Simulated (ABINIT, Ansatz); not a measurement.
# Al3GaN4 (P-43m): one start, several treatments of the self-energy, part 2 of 2

How much does the gap of Al3GaN4 (P-43m) depend on the approximation to the self-energy?

ABINIT 10.8.3; PBEsol and many-body steps on it, plane waves. Known limits of the many-body steps: not at the basis limit; no spin-orbit coupling; coarse k mesh.

So far. Step 5 (G0W0, von der Linden-Horsch plasmon pole): Against G0W0 in ABINIT (2×2×2 mesh, 81 bands, screening to 114.3 eV, Godby-Needs plasmon pole), the gap moves by −0.092 eV. Step 6 (G0W0, Engel-Farid plasmon pole): Against G0W0 in ABINIT (2×2×2 mesh, 81 bands, screening to 114.3 eV, Godby-Needs plasmon pole), the gap moves by −0.032 eV.

## 7. One-shot Hartree-Fock

This step: one-shot Hartree-Fock on PBEsol, plane waves, norm-conserving pseudopotentials.

run.abi

```
acell 3*1.0 Angstrom
rprim 
  4.401438530000 0.000000000000 0.000000000000
  0.000000000000 4.401438530000 0.000000000000
  0.000000000000 0.000000000000 4.401438530000
ntypat 3
znucl 13 31 7
natom 8
typat 1 1 1 2 3 3 3 3
xred 
  0.500000000000 0.500000000000 0.000000000000
  0.500000000000 0.000000000000 0.500000000000
  0.000000000000 0.500000000000 0.500000000000
  0.000000000000 0.000000000000 0.000000000000
  0.744163430000 0.744163430000 0.255836570000
  0.744163430000 0.255836570000 0.744163430000
  0.255836570000 0.744163430000 0.744163430000
  0.255836570000 0.255836570000 0.255836570000
pp_dirpath "pseudos"
pseudos "Al.upf, Ga.upf, N.upf"
ecut 45
ngkpt 2 2 2
nshiftk 1
shiftk 0 0 0
kptopt 1
chksymbreak 0
istwfk *1
occopt 1
irdwfk 1
optdriver 4
nband 29
gwcalctyp 5
ecutsigx 45
symsigma 1
nkptgw 1
kptgw 
  0.0000000000 0.0000000000 0.0000000000
bdgw 
  23 28
ixc_sigma 40
fftgw 31
indata_prefix "in"
outdata_prefix "out"
tmpdata_prefix "tmp"
```

Run with:

```console
$ OMP_NUM_THREADS=1 mpirun -n 4 abinit run.abi > log
```

Numbers of over 12 decimals in the logs are rounded to 6 here.

Output:

```text
.Version 10.8.3 of ABINIT. v10.8.2 released Aug 2026.

 Symmetries : space group P-4 3 m (#215); Bravais cP (primitive cubic)
[... echo of the input left out ...]
== DATASET  1 ==================================================================
-   mpi_nproc: 4, omp_nthreads: 1 (-1 if OMP is not activated)

--- !DatasetInfo
iteration_state: {dtset: 1, }
dimensions: {natom: 8, nkpt: 4, mband: 29, nsppol: 1, nspinor: 1, nspden: 1, mpw: 8340, }
cutoff_energies: {ecut:  45.0, pawecutdg:  -1.0, }
[...]
26   9.283 -10.415  -5.888   0.000   1.000   0.000  -5.888   4.527  13.810
       27   9.283 -10.415  -5.888   0.000   1.000   0.000  -5.888   4.527  13.810
       28   9.283 -10.415  -5.888   0.000   1.000   0.000  -5.888   4.527  13.810

== END DATASET(S) ==============================================================
================================================================================

 -outvars: echo values of variables after computation  --------
           etotal      0.0000000000E+00
            nband          29
             nkpt           4
          spgroup         215
 [... the other variables as echoed above ...]

 Calculation completed.
```

Wall time 3.3 s (4 MPI ranks of Arm Neoverse V2, shared host); peak memory 0.81 GiB; 13 s of CPU time.

This step gave:

- quasiparticle gap on the points computed: 11.59 eV
- starting gap on the mesh: 3.332 eV
- k of the valence top: 0, 0, 0
- k of the conduction bottom: 0, 0, 0
- least direct quasiparticle gap on the computed points: 11.59 eV

Against G0W0 in ABINIT (2×2×2 mesh, 81 bands, screening to 114.3 eV, Godby-Needs plasmon pole), the gap moves by +7.314 eV.

## 8. Screening, 2×2×2 mesh, 81 bands, screening to 114.3 eV

This step: RPA screening on PBEsol, plane waves, norm-conserving pseudopotentials.

run.abi, as its differences from that of step 7:

```diff
@@ -29,14 +29,14 @@
 irdwfk 1
-optdriver 4
-nband 29
-gwcalctyp 5
-ecutsigx 45
-symsigma 1
-nkptgw 1
-kptgw 
-  0.0000000000 0.0000000000 0.0000000000
-bdgw 
-  23 28
-ixc_sigma 40
-fftgw 31
+optdriver 3
+nband 81
+ecuteps 4.2
+inclvkb 2
+awtr 1
+symchi 1
+gwcalctyp 2
+nfreqre 16
+freqremax 40 eV
+nfreqim 8
+spmeth 1
+nomegasf 120
 indata_prefix "in"
```

Output:

```text
.Version 10.8.3 of ABINIT. v10.8.2 released Aug 2026.

 Symmetries : space group P-4 3 m (#215); Bravais cP (primitive cubic)
[... echo of the input left out ...]
== DATASET  1 ==================================================================
-   mpi_nproc: 4, omp_nthreads: 1 (-1 if OMP is not activated)

--- !DatasetInfo
iteration_state: {dtset: 1, }
dimensions: {natom: 8, nkpt: 4, mband: 81, nsppol: 1, nspinor: 1, nspden: 1, mpw: 8340, }
cutoff_energies: {ecut:  45.0, pawecutdg:  -1.0, }
electrons: {nelect:   5.00000000E+01, charge:   0.00000000E+00, occopt:   1.00000000E+00, tsmear:   1.00000000E-02, }

 SCREENING: Calculation of the susceptibility and dielectric matrices

 Based on a program developped by R.W. Godby, V. Olevano, G. Onida, and L. Reining.
 Incorporated in ABINIT by V. Olevano, G.-M. Rignanese, and M. Torrent.
.Using double precision arithmetic ; gwpc =  8

[... cell and pseudopotentials left out ...]
--------------------------------------------------------------------------------

 ==== K-mesh for the wavefunctions ====
 Number of points in the irreducible wedge :     4
[... list of points left out ...]
 Together with 24 symmetry operations and time-reversal symmetry
 yields     8 points in the full Brillouin Zone.

 ==== Q-mesh for the screening function ====
 Number of points in the irreducible wedge :     4
[... list of points left out ...]
 Together with 24 symmetry operations and time-reversal symmetry
 yields     8 points in the full Brillouin Zone.

 setmesh: FFT mesh size selected  =    36x   36x   36
          total number of points  =        46656

 vcoul_init : cutoff-mode = AUXILIARY_FUNCTION
 q-points for optical limit:   1
     1)      0.000010    0.000020    0.000030

- screening: taking advantage of time-reversal symmetry
- Maximum band index for partially occupied states nbvw = 25
- Remaining bands to be divided among processors   nbcw = 56
- Number of bands treated by each node ~14

 Number of electrons calculated from density =   50.0000; Expected =   50.0000
 average of density, n =  0.086894
 r_s =    1.4006
 omega_plasma =   28.4348 [eV]

 calculating chi0 at frequencies [eV] :
  1    0.000000E+00    0.000000E+00
  2    2.666667E+00    0.000000E+00
  3    5.333333E+00    0.000000E+00
[...]
23    0.000000E+00    7.241851E+01
 24    0.000000E+00    1.019661E+02

--------------------------------------------------------------------------------
  q-point number  1        q = ( 0.000000, 0.000000, 0.000000) [r.l.u.]
--------------------------------------------------------------------------------
[... chi0 elements left out ...]
  [... further frequencies ...]

 No. of calculated frequencies >  15, stop printing
 For q-point:  0.000010 0.000020 0.000030
  dielectric constant =   5.8225
  dielectric constant without local fields =   6.3145

  Average fulfillment of the sum rule on Im[epsilon] for q-point    1 :     35.54  [%]
[... wings left out ...]
  q-point number  2        q = ( 0.500000, 0.000000, 0.000000) [r.l.u.]
--------------------------------------------------------------------------------
[... chi0 elements left out ...]
  [... further frequencies ...]

 No. of calculated frequencies >  15, stop printing
  Average fulfillment of the sum rule on Im[epsilon] for q-point    2 :     42.59  [%]

 [... 2 further q-points ...]
```

Wall time 19 s (4 MPI ranks); peak memory 1.6 GiB; 74 s of CPU time.

This step gave:

```yaml
eps_infinity_with_local_fields_on_this_mesh_along_the_program_s_q_direction: 5.822
the_same_without_local_fields: 6.314
plasma_frequency: 28.43 eV
plane_waves_in_the_screening_matrix: 251
```

## 9. G0W0, contour deformation

This step: G0W0 on PBEsol, plane waves, norm-conserving pseudopotentials.

run.abi, as its differences from that of step 8:

```diff
@@ -29,14 +29,14 @@
 irdwfk 1
-optdriver 3
+optdriver 4
 nband 81
+gwcalctyp 2
+ecutsigx 45
+symsigma 1
+nkptgw 1
+kptgw 
+  0.0000000000 0.0000000000 0.0000000000
+bdgw 
+  23 28
 ecuteps 4.2
-inclvkb 2
-awtr 1
-symchi 1
-gwcalctyp 2
-nfreqre 16
-freqremax 40 eV
-nfreqim 8
-spmeth 1
-nomegasf 120
+irdscr 1
 indata_prefix "in"
```

Output:

```text
.Version 10.8.3 of ABINIT. v10.8.2 released Aug 2026.

 Symmetries : space group P-4 3 m (#215); Bravais cP (primitive cubic)
[... echo of the input left out ...]
== DATASET  1 ==================================================================
-   mpi_nproc: 4, omp_nthreads: 1 (-1 if OMP is not activated)

--- !DatasetInfo
iteration_state: {dtset: 1, }
dimensions: {natom: 8, nkpt: 4, mband: 81, nsppol: 1, nspinor: 1, nspden: 1, mpw: 8340, }
cutoff_energies: {ecut:  45.0, pawecutdg:  -1.0, }
[...]
24   5.951 -17.109 -20.836   3.739   0.767  -0.303 -17.100   0.009   5.959
[...]
28   9.283 -10.415  -5.888  -3.350   0.811  -0.233  -9.461   0.955  10.238
       28   0.000   0.000   0.000  -0.000   0.000   0.000  -0.000  -0.000  -0.000

== END DATASET(S) ==============================================================
================================================================================

 -outvars: echo values of variables after computation  --------
           etotal      0.0000000000E+00
            nband          81
             nkpt           4
          spgroup         215
 [... the other variables as echoed above ...]

 Calculation completed.
```

Elapsed: 4.3 s, on 4 MPI ranks; peak memory 0.93 GiB; 17 s of CPU time.

This step gave:

```
G0W0 gap on the points computed              : 4.279 eV
starting gap on the mesh                     : 3.332 eV
k of the valence top                         : 0, 0, 0
k of the conduction bottom                   : 0, 0, 0
least direct G0W0 gap on the computed points : 4.279 eV
```

Against G0W0 in ABINIT (2×2×2 mesh, 81 bands, screening to 114.3 eV, Godby-Needs plasmon pole), the gap moves by +0.006 eV.

## 10. Side by side

Times are wall times on 4 MPI ranks of Arm Neoverse V2, shared host, good to a factor of about two. A run's time includes the screening step that it read.

```
                                     run   mesh  bands  screening cutoff (eV)  DFT gap (eV)  gap on the mesh (eV)  direct (eV)  ε∞ used   time
          G0W0, Godby-Needs plasmon pole  2×2×2     81                  114.3         3.332                 4.273        4.273     5.73   21 s
G0W0, von der Linden-Horsch plasmon pole  2×2×2     81                  114.3         3.332                 4.181        4.181     5.73   20 s
          G0W0, Engel-Farid plasmon pole  2×2×2     81                  114.3         3.332                 4.241        4.241     5.73   20 s
                   one-shot Hartree-Fock  2×2×2      -                      -         3.332                11.587       11.587        -  3.3 s
               G0W0, contour deformation  2×2×2     81                  114.3         3.332                 4.279        4.279     5.82   23 s
```

## 11. Summary of results

```
G0W0, Godby-Needs plasmon pole           : 4.273 eV
G0W0, von der Linden-Horsch plasmon pole : 4.181 eV
G0W0, Engel-Farid plasmon pole           : 4.241 eV
one-shot Hartree-Fock                    : 11.587 eV
G0W0, contour deformation                : 4.279 eV
known limits                             : not at the basis limit; no spin-orbit coupling; coarse k mesh
```

G0W0, von der Linden-Horsch plasmon pole: −0.092 eV against G0W0, Godby-Needs plasmon pole. G0W0, Engel-Farid plasmon pole: −0.032 eV against G0W0, Godby-Needs plasmon pole. One-shot Hartree-Fock: +7.314 eV against G0W0, Godby-Needs plasmon pole. G0W0, contour deformation: +0.006 eV against G0W0, Godby-Needs plasmon pole. Bare exchange alone opens the gap to 11.59 eV; against G0W0, correlation takes back 7.31 eV. Bands and cutoff are finite, so the gap is not at the basis limit. The miss can reach some tenths of an eV and take either sign; the mesh is an error of its own. In the first G0W0 run levels were corrected at 1 k point alone, so a gap called «on the mesh» is the least over those, and an edge elsewhere would be missed. The 2×2×2 mesh is coarse for this cell, which bears on the long-range parts of exchange and screening. The many-body steps are scalar-relativistic: spin-orbit coupling is not in them.

[Paths, hosts, dates, memory and timing lines, banners, echoed tables and standing remarks are left out of the program output.]

[Logs are printed without paths, hosts, clocks, repeated set-up lines and the standing remarks that a program may print on its own settings, such as how far it seeks lower states.]

[Runs of the session that timed out or met a known fault of the program may be left out.]

[No measured gap is set beside runs whose start may be inverted or whose files or cutoffs have a known fault.]

[Hosts, paths, dates, database ids (printed as entryN), source tags and the programs' standing remarks are cut or masked in the printed files.]

[G0W0 gaps are taken among the corrected bands and points alone; a level outside them can change the order at an edge.]

[Where Ansatz stands beside ABINIT at settings called matched, ABINIT's density can come from a denser mesh and the files from another edition; pairs whose starting gaps differed by over 0.03 eV were left out, so agreement reads better than it is.]
